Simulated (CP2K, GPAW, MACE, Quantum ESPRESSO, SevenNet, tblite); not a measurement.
## Codes compared on random packing of As25S75 (at. %) (71 atoms)

Wanted: errors and costs of other methods on random packing of As25S75 (at. %) (71 atoms). A plane-wave run serves as the reference.

Program: Quantum ESPRESSO 7.5. Level of theory: Kohn-Sham DFT, PBE, SSSP efficiency 1.3.0 pseudopotentials, plane waves. Values are calculated unless marked as measured.

## (1) The starting structure

The cell holds 71 atoms: 18 As and 53 S. Cell: a = 12.434 Å, b = 12.434 Å, c = 12.434 Å, α = 90.0°, β = 90.0°, γ = 90.0°. 71 atoms (18 As, 53 S) packed at random in a cube at 2.63 g/cm³ and pushed apart as soft spheres; a start for melting by ab initio MD, not an equilibrated structure. Then every atom was moved at random, 0.03 Å r.m.s. a Cartesian component.

## (2) Reference: Quantum ESPRESSO, plane waves

Input file pw.in:

```
&control
  calculation = 'scf'
  pseudo_dir = './pseudo'
  outdir = './tmp'
  disk_io = 'none'
  tprnfor = .true.
  tstress = .true.
/
&system
  ibrav = 0
  nat = 71
  ntyp = 2
  ecutwfc = 45
  ecutrho = 360
  nosym = .true.
  occupations = 'smearing'
  smearing = 'fd'
  degauss = 0.003675
/
&electrons
  conv_thr = 3.5e-07
  electron_maxstep = 100
  mixing_beta = 0.4
  mixing_mode = 'plain'
  diagonalization = 'david'
/
ATOMIC_SPECIES
As 74.922 As.upf
S 32.060 S.upf
CELL_PARAMETERS angstrom
12.43350 0.00000 0.00000
0.00000 12.43350 0.00000
0.00000 0.00000 12.43350
ATOMIC_POSITIONS crystal
As 0.58417 0.00214 0.29553
As 0.58648 0.49622 0.23531
As 0.96016 0.86165 0.82615
As 0.82987 0.36007 0.32933
As 0.38991 0.29259 0.41879
As 0.98106 0.08078 0.80945
As 0.85352 0.11972 0.54951
As 0.81997 0.63697 0.82819
As 0.97043 0.69681 0.99533
As 0.02144 0.67189 0.64916
As 0.81143 0.29260 0.65226
As 0.94804 0.36404 0.15245
[... 55 atom lines left out ...]
S 0.37685 0.98225 0.40622
S 0.62068 0.33497 0.75321
S 0.16469 0.63150 0.21296
S 0.44439 0.28577 0.64609
K_POINTS gamma
```

On the command line:

```bash
$ OMP_NUM_THREADS=1 mpirun -np 4 pw.x -in pw.in > output.txt
```

The log of the run:

```text
Program PWSCF
     gamma-point specific algorithms are used
     one sub-group per band group will be used
     scalapack distributed-memory algorithm (size of sub-group:  2*  2 procs)
     Parallelization info
     sticks:   dense  smooth     PW     G-vecs:    dense   smooth      PW
     Min        3951    1976    497               374199   132240   16574
     Max        3954    1978    500               374204   132245   16576
     Sum       15809    7909   1993              1496805   528969   66299
     bravais-lattice index     =            0
     lattice parameter (alat)  =      23.4959  a.u.
     unit-cell volume          =   12971.0997 (a.u.)^3
     number of atoms/cell      =           71
     number of atomic types    =            2
     number of electrons       =       408.00
[... lines left out ...]
     scf convergence threshold =      3.5E-07
[... lines left out ...]
     number of k points=     1  Fermi-Dirac smearing, width (Ry)=  0.0037
[... lines left out ...]
     total energy              =   -1595.91228975 Ry
[... lines left out ...]
     total energy              =   -1590.09158170 Ry
[... lines left out ...]
     total energy              =   -1598.21460104 Ry
[... lines left out ...]
     total energy              =   -1599.89511996 Ry
[... lines left out ...]
     total energy              =   -1599.89511996 Ry
[... lines left out ...]
   -11.8528 -11.6885 -11.5332 -11.0620 -11.0160 -10.9805 -10.7646 -10.6957
   -10.5138 -10.4986 -10.3370 -10.2037 -10.0714 -10.0211  -9.9303  -9.8147
    -9.7595  -9.6984  -9.5995  -9.5524  -9.5084  -9.3458  -9.1955  -9.0812
[...]
3.8790   3.8875   3.9265   3.9667   4.0047   4.0704   4.1015   4.1145
     4.1478   4.1702   4.2084   4.2211   4.3311   4.3638   4.4067   4.4123
     4.4590   4.4640   4.5368   4.5886   4.6124
     the Fermi energy is     3.2071 ev
!    total energy              =   -1599.89511977 Ry
     estimated scf accuracy    <       0.00000027 Ry
     smearing contrib. (-TS)   =      -0.04403990 Ry
     internal energy E=F+TS    =   -1599.85107988 Ry
     The total energy is F=E-TS. E is the sum of the following terms:
     one-electron contribution =    -159.25658298 Ry
     hartree contribution      =     238.55549264 Ry
     xc contribution           =    -599.53945788 Ry
     ewald contribution        =   -1079.61053165 Ry
     convergence has been achieved in  46 iterations
     Forces acting on atoms (cartesian axes, Ry/au):
     atom    1 type  1   force =    -0.04146505    0.02365417    0.06145385
     atom    2 type  1   force =     0.00470115   -0.01622153   -0.04986162
     atom    3 type  1   force =     0.00534039   -0.04714137    0.00594992
[...]
atom   70 type  2   force =     0.05509939   -0.00224673    0.06403446
     atom   71 type  2   force =    -0.04781344   -0.01899339    0.05406333
     Total force =     0.446374     Total SCF correction =     0.001136
     Computing stress (Cartesian axis) and pressure
          total   stress  (Ry/bohr**3)                   (kbar)     P=      -76.19
  -0.00050581  -0.00001898   0.00002556          -74.41       -2.79        3.76
  -0.00001898  -0.00049971  -0.00002484           -2.79      -73.51       -3.65
   0.00002556  -0.00002484  -0.00054821            3.76       -3.65      -80.64
     Message from routine punch:
     Nothing written, as per user request (disk_io='none')
```

Elapsed: 6.3 min, on 4 MPI ranks of Arm Neoverse V2, shared host; peak memory 5 GiB; 25 min of CPU time.

Banners and routine set-up lines are dropped from the logs; longer cuts are marked.

Numbers from this run:

* r.m.s. force component: 0.7864 eV/Å
* longest force: 2.733 eV/Å
* pressure: -7.619 GPa

## (3) The ladder

The programs:
- CP2K 2026.2: Gaussian basis with GTH pseudopotentials and a plane-wave density; labels give functional, basis (MOLOPT sets; SR short-range, UZH the newer set with its own potentials), grid cutoff/relative cutoff and solver (OT: orbital transformation; TRS4, TC2, SIGN: linear-scaling purification with its sparsity filter), or its built-in tight binding.
- GPAW 26.7.0: PAW with atomic orbitals (LCAO), plane waves or a real-space grid of spacing h.
- MACE: machine-learned potential, published weights.
- SevenNet: machine-learned potential, published weights.
- tblite 0.8.0: extended tight binding, driven from Python.

All use the same cell and atoms; the electronic-structure runs use the same k-mesh, and an electronic temperature of 580 K (0.05 eV) where levels are smeared.

Differences are against the plane-wave reference, forces as r.m.s. over components; share is that over the reference's r.m.s. force, slope the least-squares factor from reference forces to these. Total energies of different programs have different zeros and aren't compared.

| run | Δ force, r.m.s. (meV/Å) | share (%) | slope | Δ pressure (GPa) | cores | CPU time | memory (GiB) |
| --- | --- | --- | --- | --- | --- | --- | --- |
| reference | - | - | - | - | 4 | 25 min | 5.0 |
| CP2K BLYP, DZVP-MOLOPT-SR, 350/50 Ry, diagonalisation | 152 | 19.4 | 0.899 | 3.41 | 2 | 2.4 min | 2.5 |
| CP2K PBE+D4, DZVP-MOLOPT-SR, 350/50 Ry, diagonalisation | 60.4 | 7.68 | 0.971 | -1.25 | 2 | 2.7 min | 2.5 |
| CP2K PBE, DZVP-MOLOPT (SR for As), 350/50 Ry, diagonalisation | 44.0 | 5.59 | 0.986 | 0.427 | 4 | 5.3 min | 3.5 |
| CP2K PBE, DZVP-MOLOPT-SR, 350/20 Ry, diagonalisation (coarse) | 102 | 12.9 | 0.977 | 0.608 | 2 | 1.9 min | 2.5 |
| CP2K PBE, DZVP-MOLOPT-SR, 350/50 Ry, diagonalisation | 51.9 | 6.60 | 0.979 | 0.254 | 2 | 2.7 min | 2.5 |
| CP2K PBE, DZVP-MOLOPT-SR, 489/50 Ry, diagonalisation | 51.9 | 6.59 | 0.979 | 0.254 | 2 | 3.9 min | 4.7 |
| CP2K PBE, TZVP-MOLOPT (SR for As), 350/50 Ry, diagonalisation | 50.9 | 6.48 | 0.966 | 0.320 | 4 | 5.7 min | 3.7 |
| CP2K PBEsol, PBE potentials, DZVP-MOLOPT-SR, 350/50 Ry, diagonalisation | 68.4 | 8.70 | 0.979 | -1.65 | 2 | 2.7 min | 2.5 |
| GPAW LDA, LCAO dzp, h 0.2 Å | 97.1 | 12.3 | 0.940 | - | 1 | 1.8 min | 1.4 |
| GPAW PBE, LCAO dzp, h 0.2 Å | 111 | 14.1 | 0.925 | - | 1 | 2.2 min | 1.4 |
| GPAW PBE, LCAO dzp, h 0.2 Å, other mixer settings | 114 | 14.5 | 0.924 | - | 1 | 3 min | 1.3 |
| GPAW PBE, LCAO sz(dzp), h 0.2 Å (coarse) | 812 | 103 | 0.426 | - | 1 | 61 s | 1.2 |
| GPAW PBE, LCAO szp(dzp), h 0.2 Å (coarse) | 283 | 35.9 | 0.828 | - | 1 | 1.8 min | 1.4 |
| MACE MP-0b2 small potential | 355 | 45.2 | 0.890 | 1.21 | 1 | 5.4 s | 0.66 |
| MACE MP-0b3 medium potential | 329 | 41.9 | 0.899 | 0.393 | 1 | 6.3 s | 0.76 |
| SevenNet 0 potential | 342 | 43.5 | 0.990 | -0.313 | 1 | 6.2 s | 0.66 |
| tblite GFN1-xTB | 566 | 72.0 | 1.490 | -9.08 | 1 | 6.5 s | 0.14 |

Rows marked coarse use a setting chosen to be so.

Times of the machine-learned potentials are mostly Python's start and the loading of weights.

CPU time is summed over cores on a shared host, where runs went side by side, so it is rough. Symmetry, cutoffs, thresholds, outputs and thread counts weren't matched or tuned between programs; memory under MPI is the largest rank's times the ranks.

Mean charges by element (e), by run and scheme:

| run | scheme | As | S |
| --- | --- | --- | --- |
| CP2K BLYP, DZVP-MOLOPT-SR, 350/50 Ry, diagonalisation | Mulliken | +0.12 | -0.04 |
| CP2K BLYP, DZVP-MOLOPT-SR, 350/50 Ry, diagonalisation | Hirshfeld | +0.11 | -0.04 |
| CP2K PBE+D4, DZVP-MOLOPT-SR, 350/50 Ry, diagonalisation | Mulliken | +0.10 | -0.03 |
| CP2K PBE+D4, DZVP-MOLOPT-SR, 350/50 Ry, diagonalisation | Hirshfeld | +0.11 | -0.04 |
| CP2K PBE, DZVP-MOLOPT (SR for As), 350/50 Ry, diagonalisation | Mulliken | +0.10 | -0.03 |
| CP2K PBE, DZVP-MOLOPT (SR for As), 350/50 Ry, diagonalisation | Hirshfeld | +0.11 | -0.04 |
| CP2K PBE, DZVP-MOLOPT-SR, 350/50 Ry, diagonalisation | Mulliken | +0.10 | -0.03 |
| CP2K PBE, DZVP-MOLOPT-SR, 350/50 Ry, diagonalisation | Hirshfeld | +0.11 | -0.04 |
| CP2K PBE, DZVP-MOLOPT-SR, 489/50 Ry, diagonalisation | Mulliken | +0.10 | -0.03 |
| CP2K PBE, DZVP-MOLOPT-SR, 489/50 Ry, diagonalisation | Hirshfeld | +0.11 | -0.04 |
| CP2K PBE, TZVP-MOLOPT (SR for As), 350/50 Ry, diagonalisation | Mulliken | +0.30 | -0.10 |
| CP2K PBE, TZVP-MOLOPT (SR for As), 350/50 Ry, diagonalisation | Hirshfeld | +0.12 | -0.04 |
| CP2K PBEsol, PBE potentials, DZVP-MOLOPT-SR, 350/50 Ry, diagonalisation | Mulliken | +0.09 | -0.03 |
| CP2K PBEsol, PBE potentials, DZVP-MOLOPT-SR, 350/50 Ry, diagonalisation | Hirshfeld | +0.10 | -0.04 |
| tblite GFN1-xTB | Mulliken | +0.12 | -0.04 |

Within one program, basis, potentials and functional, energies share a zero. Each run against its twin at the usual cutoff or grid and solver:

| run | twin | Δ energy (meV/atom) | Δ force, r.m.s. (meV/Å) | CPU time over the twin's |
| --- | --- | --- | --- | --- |
| CP2K PBE, DZVP-MOLOPT-SR, 350/20 Ry, diagonalisation | DZVP-MOLOPT-SR, 350/50 Ry, diagonalisation | -11.7 | 85.5 | 0.72 |
| CP2K PBE, DZVP-MOLOPT-SR, 489/50 Ry, diagonalisation | DZVP-MOLOPT-SR, 350/50 Ry, diagonalisation | -7.0e-4 | 0.029 | 1.5 |
| GPAW PBE, LCAO dzp, h 0.2 Å, other mixer settings | LCAO dzp, h 0.2 Å | 1.0e-4 | 5.52 | 1.4 |

## (4) Results

```json
{
 "reference r.m.s. force component": "0.786 eV/Å",
 "nearest in forces": "CP2K PBE, DZVP-MOLOPT (SR for As), 350/50 Ry, diagonalisation, 5.6 %",
 "farthest in forces": "GPAW PBE, LCAO sz(dzp), h 0.2 Å (coarse), 103 %",
 "cheapest electronic-structure run beside the reference": "tblite GFN1-xTB, 6.5 s of CPU time"
}
```

**Reading.** The PBE runs in local orbitals, coarse settings apart, differ by 5.6 % (CP2K PBE, DZVP-MOLOPT (SR for As), 350/50 Ry, diagonalisation) to 15 % (GPAW PBE, LCAO dzp, h 0.2 Å, other mixer settings); basis, grid and potentials can all enter. Tight binding differs by 72 % (tblite GFN1-xTB); it is another model, with fitted parameters of its own, and the xTB methods hold dispersion. Machine-learned potentials differ by 42 % (MACE MP-0b3 medium potential) to 45 % (MACE MP-0b2 small potential); they were trained on other programs' data. Rows with another functional or a dispersion term differ by 7.7 % (CP2K PBE+D4, DZVP-MOLOPT-SR, 350/50 Ry, diagonalisation) to 19 % (CP2K BLYP, DZVP-MOLOPT-SR, 350/50 Ry, diagonalisation), which mixes the change of model with differences of basis and potentials, some of them made for another functional. Runs with settings chosen to be coarse differ by 13 % (CP2K PBE, DZVP-MOLOPT-SR, 350/20 Ry, diagonalisation) to 103 % (GPAW PBE, LCAO sz(dzp), h 0.2 Å), their programs' other errors included. Of the electronic-structure runs that take under half the reference's CPU time, CP2K PBE, DZVP-MOLOPT (SR for As), 350/50 Ry, diagonalisation comes nearest, at 5.6 % in 5.3 min against 25 min. Charges hang on model, scheme and program or settings: among these rows the mean for As runs from +0.09 to +0.30 e. In the reference: levels near the Fermi energy are neither full nor empty under the smearing, so no gap is quoted. Periodic xTB results under one method name differ between programs and library versions. The reference's pressure holds the uncorrected Pulay stress of its 45 Ry basis, so small pressure differences, and their order, may be the reference's own error. Machine-learned potentials mimic data converged in k, so the reference's own k-point error enters their differences. The reference's pressure of -7.6 GPa belongs to unrelaxed atoms and would change as they relax. The electronic-structure runs sample only Γ, in a cell whose shortest periodic width is 12 Å, which is coarse for a cell with partly filled levels.

[Long decimals in the printed logs are rounded to 6 places.]

[Also dropped from logs without a mark: lines with file paths, logging warnings of Python, QE's lines on negative density and diagonalisation, SIESTA's first energy breakdown, zero terms and Voronoi charges.]

[Logs are printed without paths, hosts, clocks, repeated set-up lines and the standing remarks that a program may print on its own settings, such as how far it seeks lower states.]

[Hosts, paths, dates, database ids (printed as entryN), source tags and the programs' standing remarks are cut or masked in the printed files.]

[Not all failed runs are listed: runs killed by the host, ended in a Python traceback or in CONQUEST's support-function errors, and SIESTA runs with faulty potentials for Cu, Fe, Ni or Zn are left out.]
